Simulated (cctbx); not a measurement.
**Accept or mend?**

Cell a = 13.2610 Å, b = 15.5620 Å, c = 6.5980 Å, α = 90.00°, β = 90.00°, γ = 90.00°; space group Cmce (no. 64). The compound is KRbLiInAs2.

Simulated single-crystal data (cctbx): Mo Kα, λ = 0.71073 Å, to d = 0.84 Å, 80 % of the full sphere, strongest reflection 5000 counts, noise from counting, a 4 % proportional error and a noise floor of 2 counts (s.d.); no absorption.

An isotropic refinement with weights 1/σ² prints:

```text
Rint 0.056, 636 unique reflections to 0.84 A
cycle     R1     wR2    GooF  max shift (A)
   1  0.7013  0.9368  18.198   1.05488
   5  0.0290  0.0646   1.256   0.00003
final R1 0.0290 wR2 0.0646 GooF 1.256  parameters 14  data/parameter 45.4
atom        x        y        z      Ueq    occ   su(xyz)  su(Uiso or U11)
In1    0.63096  0.00000  0.50000   0.0078  1.000  0.00005  0.0002
Rb1    0.50000  0.32236  0.27319   0.0052  1.000  0.00013  0.0002
As1    0.50000  0.09915  0.26751   0.0104  1.000  0.00015  0.0002
As2    0.25000  0.89977  0.25000   0.0092  1.000  0.00007  0.0002
K1     0.75000  0.17955  0.25000   0.0136  1.000  0.00016  0.0005
Li1    0.87426  0.00000  0.50000   0.0206  1.000  0.00142  0.0038
difference map: max 1.77 min -1.74 rms 0.27
Q1    0.2156  0.0952  0.7044   16    1.95  0.55 A from As2
Q2    0.2357  0.1864  0.3308   16    1.70  0.58 A from K1
Q3    0.1272  0.0135  0.9289   16    1.36  0.52 A from In1
Q4    0.0000  0.1528  0.7760    8    1.14  0.51 A from Rb1
Q5    0.0000  0.0617  0.1979    8    1.08  0.63 A from As1
Q6    0.0000  0.1326  0.2586    8    0.99  0.55 A from As1
```

Q: Accept it or mend it, and why?

It can stand. The set-up had a fault (start far from the minimum), but the refinement still reached the right minimum: R1 = 0.0290, wR2 = 0.0646, GooF = 1.26 against R1 = 0.0290, wR2 = 0.0646, GooF = 1.26 for the right model.

The compound is KRbLiInAs2. The right model at the same level gives:

```text
Rint 0.056, 636 unique reflections to 0.84 A
cycle     R1     wR2    GooF  max shift (A)
   1  0.1280  0.2764   5.370   0.05405
   2  0.0290  0.0646   1.256   0.00034
final R1 0.0290 wR2 0.0646 GooF 1.256  parameters 14  data/parameter 45.4
atom        x        y        z      Ueq    occ   su(xyz)  su(Uiso or U11)
In1    0.63096  0.00000  0.50000   0.0078  1.000  0.00005  0.0002
Rb1    0.50000  0.32236  0.27319   0.0052  1.000  0.00013  0.0002
As1    0.50000  0.09915  0.26751   0.0104  1.000  0.00015  0.0002
As2    0.25000  0.89977  0.25000   0.0092  1.000  0.00007  0.0002
K1     0.75000  0.17955  0.25000   0.0136  1.000  0.00016  0.0005
Li1    0.87426  0.00000  0.50000   0.0206  1.000  0.00142  0.0038
difference map: max 1.77 min -1.74 rms 0.27
Q1    0.2156  0.0952  0.7044   16    1.95  0.55 A from As2
Q2    0.2357  0.1864  0.3308   16    1.70  0.58 A from K1
Q3    0.1272  0.0135  0.9289   16    1.36  0.52 A from In1
Q4    0.0000  0.1528  0.7760    8    1.14  0.51 A from Rb1
Q5    0.0000  0.0617  0.1979    8    1.08  0.63 A from As1
Q6    0.0000  0.1326  0.2586    8    0.99  0.55 A from As1
```

Isotropic U is held between 0.0001 and 1 Å² by the program, and listed peak heights are interpolated, so they can pass the grid's maximum.

The model was made for the exercise: a known structure type with other elements put in, its volume estimated, not relaxed; displacement parameters are assumed.

[Middle refinement cycles are left out of these outputs.]

[Logs are printed without paths, hosts, clocks, repeated set-up lines and the standing remarks that a program may print on its own settings, such as how far it seeks lower states.]
